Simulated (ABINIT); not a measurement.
# SiO2 (Quartz): bands and cutoff in G0W0 with ABINIT

Aim: raise bands and screening cutoff together for SiO2 (Quartz) and follow gap and time.

Method: PBE and many-body steps on it, plane waves, in ABINIT 10.8.3.

This is a report of a sequence of runs, with most program output left out.

### 1. Starting point

The structure is trigonal, space group P3_121 (No. 152). The conventional cell has a = 4.916 Å, b = 4.916 Å, c = 5.409 Å, α = 90.00°, β = 90.00°, γ = 120.00°. Nearest to Si lie 4 O at 1.61 Å. Nearest to O lie 2 Si at 1.61 Å. Farther neighbours and most contacts between anions are not listed.

The cell and positions come from the Crystallography Open Database and are kept as given unless a step says otherwise.

### 2. Empty states on the mesh, 3×3×2 mesh, 462 bands

This step: ABINIT 10.8.3; DFT, PBE, plane waves, norm-conserving pseudopotentials.

The sums over transitions need many empty states on a uniform mesh; this step solves for them.

File run.abi:

```
acell 3*1.0 Angstrom
rprim 
  4.915799999986 0.000000000003 0.000000000000
  -2.457899999996 4.257207679910 0.000000000000
  0.000000000000 0.000000000000 5.409100000000
ntypat 2
znucl 14 8
natom 9
typat 1 1 1 2 2 2 2 2 2
xred 
  0.530300000000 0.000000000000 0.333333333333
  0.000000000000 0.530300000000 0.666666666667
  0.469700000000 0.469700000000 -0.000000000000
  0.146200000000 0.414200000000 0.881000000000
  0.585800000000 0.732000000000 0.214333333333
  0.268000000000 0.853800000000 0.547666666667
  0.414200000000 0.146200000000 0.119000000000
  0.732000000000 0.585800000000 0.785666666667
  0.853800000000 0.268000000000 0.452333333333
pp_dirpath "pseudos"
pseudos "Si.upf, O.upf"
ecut 36
ngkpt 3 3 2
nshiftk 1
shiftk 0 0 0
kptopt 1
chksymbreak 0
iscf -2
irdden 1
istwfk *1
nband 462
nbdbuf 42
tolwfr 1e-09
nstep 60
prtvol 0
indata_prefix "in"
outdata_prefix "out"
tmpdata_prefix "tmp"
```

On the command line:

```console
> OMP_NUM_THREADS=1 mpirun -n 4 abinit run.abi > log
```

Run time: 7.5 min. Hardware: 4 MPI ranks of Arm Neoverse V2, shared host; peak memory 0.75 GiB; 30 min of CPU time.

Numbers from this step:

```
gap                                                           : 6.038 eV
k of the valence top                                          : 0.3333, 0.3333, 0
k of the conduction bottom                                    : 0, 0, 0
least direct gap                                              : 6.351 eV
k points computed                                             : 6
lowest point of the top converged band, above the valence top : 127.2791 eV
```

On this mesh the gap is 6.038 eV.

The density comes from a self-consistent run that is not shown.

### 3. Screening, 3×3×2 mesh, 102 bands, screening to 93.3 eV

The RPA dielectric matrix is built and inverted for each q.

This step: RPA screening on PBE, plane waves, norm-conserving pseudopotentials.

run.abi, as its differences from that of step 2:

```diff
@@ -27,10 +27,11 @@
 chksymbreak 0
-iscf -2
-irdden 1
 istwfk *1
-nband 462
-nbdbuf 42
-tolwfr 1e-09
-nstep 60
-prtvol 0
+occopt 1
+irdwfk 1
+optdriver 3
+nband 102
+ecuteps 3.43
+inclvkb 2
+awtr 1
+symchi 1
 indata_prefix "in"
```

Wall time 38 s (4 MPI ranks); peak memory 1.2 GiB.

This step gave:

| Quantity | Value |
| --- | --- |
| ε∞ with local fields, on this mesh, along the program's q direction | 2.342 |
| the same without local fields | 2.512 |
| plasma frequency | 24.18 eV |
| plane waves in the screening matrix | 225 |

Local fields lower ε∞ by 7 %. On a Γ-centred mesh this coarse the value itself is usually too large, while a short band sum pulls it down.

### 4. 102 bands, 93.3 eV

The self-energy is evaluated for the states that the input lists, and the levels follow from it, in one-shot runs by the linearised quasiparticle equation.

This step: G0W0 on PBE, plane waves, norm-conserving pseudopotentials.

run.abi, as its differences from that of step 3:

```diff
@@ -30,8 +30,19 @@
 irdwfk 1
-optdriver 3
+optdriver 4
 nband 102
+gwcalctyp 0
+ecutsigx 36
+symsigma 1
+nkptgw 3
+kptgw 
+  0.3333333333 0.3333333333 0.0000000000
+  0.0000000000 0.0000000000 0.0000000000
+  0.0000000000 0.0000000000 0.5000000000
+bdgw 
+  22 26
+  23 27
+  22 26
 ecuteps 3.43
-inclvkb 2
-awtr 1
-symchi 1
+irdscr 1
+ppmodel 1
 indata_prefix "in"
```

Wall time 8.8 s (4 MPI ranks); peak memory 0.93 GiB; 35 s of CPU time.

This step gave:

| Property | Result |
| --- | --- |
| G0W0 gap on the points computed | 8.519 eV |
| starting gap on the mesh | 6.038 eV |
| k of the valence top | 0.3333, 0.3333, 0 |
| k of the conduction bottom | 0, 0, 0 |
| Z at the valence top | 0.822 |
| Z at the conduction bottom | 0.874 |
| least direct G0W0 gap on the computed points | 8.922 eV |

The gap on the mesh goes from 6.04 eV to 8.52 eV, a correction of +2.48 eV.

### 5. Screening, 3×3×2 mesh, 143 bands, screening to 123.5 eV

This step: RPA screening on PBE, plane waves, norm-conserving pseudopotentials.

run.abi, as its differences from that of step 4:

```diff
@@ -30,19 +30,8 @@
 irdwfk 1
-optdriver 4
-nband 102
-gwcalctyp 0
-ecutsigx 36
-symsigma 1
-nkptgw 3
-kptgw 
-  0.3333333333 0.3333333333 0.0000000000
-  0.0000000000 0.0000000000 0.0000000000
-  0.0000000000 0.0000000000 0.5000000000
-bdgw 
-  22 26
-  23 27
-  22 26
-ecuteps 3.43
-irdscr 1
-ppmodel 1
+optdriver 3
+nband 143
+ecuteps 4.54
+inclvkb 2
+awtr 1
+symchi 1
 indata_prefix "in"
```

It took 75 s on 4 MPI ranks; peak memory 1.9 GiB; 5 min of CPU time.

This step gave:

| Property | Result |
| --- | --- |
| ε∞ with local fields, on this mesh, along the program's q direction | 2.330 |
| the same without local fields | 2.529 |
| plasma frequency | 24.18 eV |
| plane waves in the screening matrix | 363 |

### 6. 143 bands, 123.5 eV

This step: G0W0 on PBE, plane waves, norm-conserving pseudopotentials.

run.abi, as its differences from that of step 5:

```diff
@@ -30,8 +30,19 @@
 irdwfk 1
-optdriver 3
+optdriver 4
 nband 143
+gwcalctyp 0
+ecutsigx 36
+symsigma 1
+nkptgw 3
+kptgw 
+  0.3333333333 0.3333333333 0.0000000000
+  0.0000000000 0.0000000000 0.0000000000
+  0.0000000000 0.0000000000 0.5000000000
+bdgw 
+  22 26
+  23 27
+  22 26
 ecuteps 4.54
-inclvkb 2
-awtr 1
-symchi 1
+irdscr 1
+ppmodel 1
 indata_prefix "in"
```

Elapsed: 23 s, on 4 MPI ranks; peak memory 1.4 GiB; 90 s of CPU time.

This step gave:

```yaml
g0w0_gap_on_the_points_computed: 8.552 eV
starting_gap_on_the_mesh: 6.038 eV
k_of_the_valence_top: 0.3333, 0.3333, 0
k_of_the_conduction_bottom: 0, 0, 0
z_at_the_valence_top: 0.82
z_at_the_conduction_bottom: 0.871
least_direct_g0w0_gap_on_the_computed_points: 8.947 eV
```

Against G0W0 in ABINIT (3×3×2 mesh, 102 bands, screening to 93.3 eV, Godby-Needs plasmon pole), the gap moves by +0.033 eV.

### 7. Screening, 3×3×2 mesh, 208 bands, screening to 164.9 eV

This step: RPA screening on PBE, plane waves, norm-conserving pseudopotentials.

run.abi, as its differences from that of step 6:

```diff
@@ -30,19 +30,8 @@
 irdwfk 1
-optdriver 4
-nband 143
-gwcalctyp 0
-ecutsigx 36
-symsigma 1
-nkptgw 3
-kptgw 
-  0.3333333333 0.3333333333 0.0000000000
-  0.0000000000 0.0000000000 0.0000000000
-  0.0000000000 0.0000000000 0.5000000000
-bdgw 
-  22 26
-  23 27
-  22 26
-ecuteps 4.54
-irdscr 1
-ppmodel 1
+optdriver 3
+nband 208
+ecuteps 6.06
+inclvkb 2
+awtr 1
+symchi 1
 indata_prefix "in"
```

It took 2.4 min on 4 MPI ranks; peak memory 2.3 GiB.

This step gave:

| Quantity | Value |
| --- | --- |
| ε∞ with local fields, on this mesh, along the program's q direction | 2.324 |
| the same without local fields | 2.538 |
| plasma frequency | 24.18 eV |
| plane waves in the screening matrix | 563 |

### 8. 208 bands, 164.9 eV

This step: G0W0 on PBE, plane waves, norm-conserving pseudopotentials.

run.abi, as its differences from that of step 7:

```diff
@@ -30,8 +30,19 @@
 irdwfk 1
-optdriver 3
+optdriver 4
 nband 208
+gwcalctyp 0
+ecutsigx 36
+symsigma 1
+nkptgw 3
+kptgw 
+  0.3333333333 0.3333333333 0.0000000000
+  0.0000000000 0.0000000000 0.0000000000
+  0.0000000000 0.0000000000 0.5000000000
+bdgw 
+  22 26
+  23 27
+  22 26
 ecuteps 6.06
-inclvkb 2
-awtr 1
-symchi 1
+irdscr 1
+ppmodel 1
 indata_prefix "in"
```

Wall time 67 s (4 MPI ranks); peak memory 2.1 GiB.

This step gave:

* G0W0 gap on the points computed: 8.618 eV
* starting gap on the mesh: 6.038 eV
* k of the valence top: 0.3333, 0.3333, 0
* k of the conduction bottom: 0, 0, 0
* least direct G0W0 gap on the computed points: 9.01 eV

Against G0W0 in ABINIT (3×3×2 mesh, 143 bands, screening to 123.5 eV, Godby-Needs plasmon pole), the gap moves by +0.066 eV.

### 9. Screening, 3×3×2 mesh, 296 bands, screening to 214.4 eV

This step: RPA screening on PBE, plane waves, norm-conserving pseudopotentials.

run.abi, as its differences from that of step 8:

```diff
@@ -30,19 +30,8 @@
 irdwfk 1
-optdriver 4
-nband 208
-gwcalctyp 0
-ecutsigx 36
-symsigma 1
-nkptgw 3
-kptgw 
-  0.3333333333 0.3333333333 0.0000000000
-  0.0000000000 0.0000000000 0.0000000000
-  0.0000000000 0.0000000000 0.5000000000
-bdgw 
-  22 26
-  23 27
-  22 26
-ecuteps 6.06
-irdscr 1
-ppmodel 1
+optdriver 3
+nband 296
+ecuteps 7.88
+inclvkb 2
+awtr 1
+symchi 1
 indata_prefix "in"
```

Elapsed: 4.4 min, on 4 MPI ranks; peak memory 2.5 GiB; 18 min of CPU time.

This step gave:

* ε∞ with local fields, on this mesh, along the program's q direction: 2.322
* the same without local fields: 2.541
* plasma frequency: 24.18 eV
* plane waves in the screening matrix: 799

### 10. 296 bands, 214.4 eV

This step: G0W0 on PBE, plane waves, norm-conserving pseudopotentials.

run.abi, as its differences from that of step 9:

```diff
@@ -30,8 +30,19 @@
 irdwfk 1
-optdriver 3
+optdriver 4
 nband 296
+gwcalctyp 0
+ecutsigx 36
+symsigma 1
+nkptgw 3
+kptgw 
+  0.3333333333 0.3333333333 0.0000000000
+  0.0000000000 0.0000000000 0.0000000000
+  0.0000000000 0.0000000000 0.5000000000
+bdgw 
+  22 26
+  23 27
+  22 26
 ecuteps 7.88
-inclvkb 2
-awtr 1
-symchi 1
+irdscr 1
+ppmodel 1
 indata_prefix "in"
```

Wall time 3 min (4 MPI ranks); peak memory 2.8 GiB; 12 min of CPU time.

This step gave:

| Item | Value |
| --- | --- |
| G0W0 gap on the points computed | 8.688 eV |
| starting gap on the mesh | 6.038 eV |
| k of the valence top | 0.3333, 0.3333, 0 |
| k of the conduction bottom | 0, 0, 0 |
| least direct G0W0 gap on the computed points | 9.077 eV |

Against G0W0 in ABINIT (3×3×2 mesh, 208 bands, screening to 164.9 eV, Godby-Needs plasmon pole), the gap moves by +0.070 eV.

### 11. Screening, 3×3×2 mesh, 420 bands, screening to 274.8 eV

This step: RPA screening on PBE, plane waves, norm-conserving pseudopotentials.

run.abi, as its differences from that of step 10:

```diff
@@ -30,19 +30,8 @@
 irdwfk 1
-optdriver 4
-nband 296
-gwcalctyp 0
-ecutsigx 36
-symsigma 1
-nkptgw 3
-kptgw 
-  0.3333333333 0.3333333333 0.0000000000
-  0.0000000000 0.0000000000 0.0000000000
-  0.0000000000 0.0000000000 0.5000000000
-bdgw 
-  22 26
-  23 27
-  22 26
-ecuteps 7.88
-irdscr 1
-ppmodel 1
+optdriver 3
+nband 420
+ecuteps 10.1
+inclvkb 2
+awtr 1
+symchi 1
 indata_prefix "in"
```

Run time: 10 min. Hardware: 4 MPI ranks; peak memory 3.7 GiB.

This step gave:

```yaml
eps_infinity_with_local_fields_on_this_mesh_along_the_program_s_q_direction: 2.320
the_same_without_local_fields: 2.543
plasma_frequency: 24.18 eV
plane_waves_in_the_screening_matrix: 1155
```

### 12. 420 bands, 274.8 eV

This step: G0W0 on PBE, plane waves, norm-conserving pseudopotentials.

run.abi, as its differences from that of step 11:

```diff
@@ -30,8 +30,19 @@
 irdwfk 1
-optdriver 3
+optdriver 4
 nband 420
+gwcalctyp 0
+ecutsigx 36
+symsigma 1
+nkptgw 3
+kptgw 
+  0.3333333333 0.3333333333 0.0000000000
+  0.0000000000 0.0000000000 0.0000000000
+  0.0000000000 0.0000000000 0.5000000000
+bdgw 
+  22 26
+  23 27
+  22 26
 ecuteps 10.1
-inclvkb 2
-awtr 1
-symchi 1
+irdscr 1
+ppmodel 1
 indata_prefix "in"
```

Run time: 8.6 min. Hardware: 4 MPI ranks; peak memory 5 GiB.

This step gave:

| Property | Result |
| --- | --- |
| G0W0 gap on the points computed | 8.752 eV |
| starting gap on the mesh | 6.038 eV |
| k of the valence top | 0.3333, 0.3333, 0 |
| k of the conduction bottom | 0, 0, 0 |
| least direct G0W0 gap on the computed points | 9.135 eV |

Against G0W0 in ABINIT (3×3×2 mesh, 296 bands, screening to 214.4 eV, Godby-Needs plasmon pole), the gap moves by +0.064 eV.

### 13. Side by side

Times are wall times on 4 MPI ranks of Arm Neoverse V2, shared host, good to a factor of about two. A run's time includes the screening step that it read.

```
                run   mesh  bands  screening cutoff (eV)  DFT gap (eV)  gap on the mesh (eV)  direct (eV)  ε∞ used     time
 102 bands, 93.3 eV  3×3×2    102                   93.3         6.038                 8.519        8.922     2.34     47 s
143 bands, 123.5 eV  3×3×2    143                  123.5         6.038                 8.552        8.947     2.33     98 s
208 bands, 164.9 eV  3×3×2    208                  164.9         6.038                 8.618        9.010     2.32  3.5 min
296 bands, 214.4 eV  3×3×2    296                  214.4         6.038                 8.688        9.077     2.32  7.4 min
420 bands, 274.8 eV  3×3×2    420                  274.8         6.038                 8.752        9.135     2.32   19 min
```

### 14. Summary of results

```yaml
102_bands_93p3_ev: 8.519 eV
143_bands_123p5_ev: 8.552 eV
208_bands_164p9_ev: 8.618 eV
296_bands_214p4_ev: 8.688 eV
420_bands_274p8_ev: 8.752 eV
known_limits: not at the basis limit; coarse k mesh
```

**Reading.** From the first rung to the last the gap moves by +0.23 eV for 24 times the time. In the G0W0 runs levels were corrected at 3 k points alone, so a gap called «on the mesh» is the least over those, and an edge elsewhere would be missed. The 3×3×2 mesh is coarse for this cell, which bears on the long-range parts of exchange and screening.

[Paths, hosts, dates, memory and timing lines, banners, echoed tables and standing remarks are left out of the program output.]

[Logs are printed without paths, hosts, clocks, repeated set-up lines and the standing remarks that a program may print on its own settings, such as how far it seeks lower states.]

[Runs of the session that timed out or met a known fault of the program may be left out.]

[Hosts, paths, dates, database ids (printed as entryN), source tags and the programs' standing remarks are cut or masked in the printed files.]

[G0W0 gaps are taken among the corrected bands and points alone; a level outside them can change the order at an edge.]

[Where Ansatz stands beside ABINIT at settings called matched, ABINIT's density can come from a denser mesh and the files from another edition; pairs whose starting gaps differed by over 0.03 eV were left out, so agreement reads better than it is.]
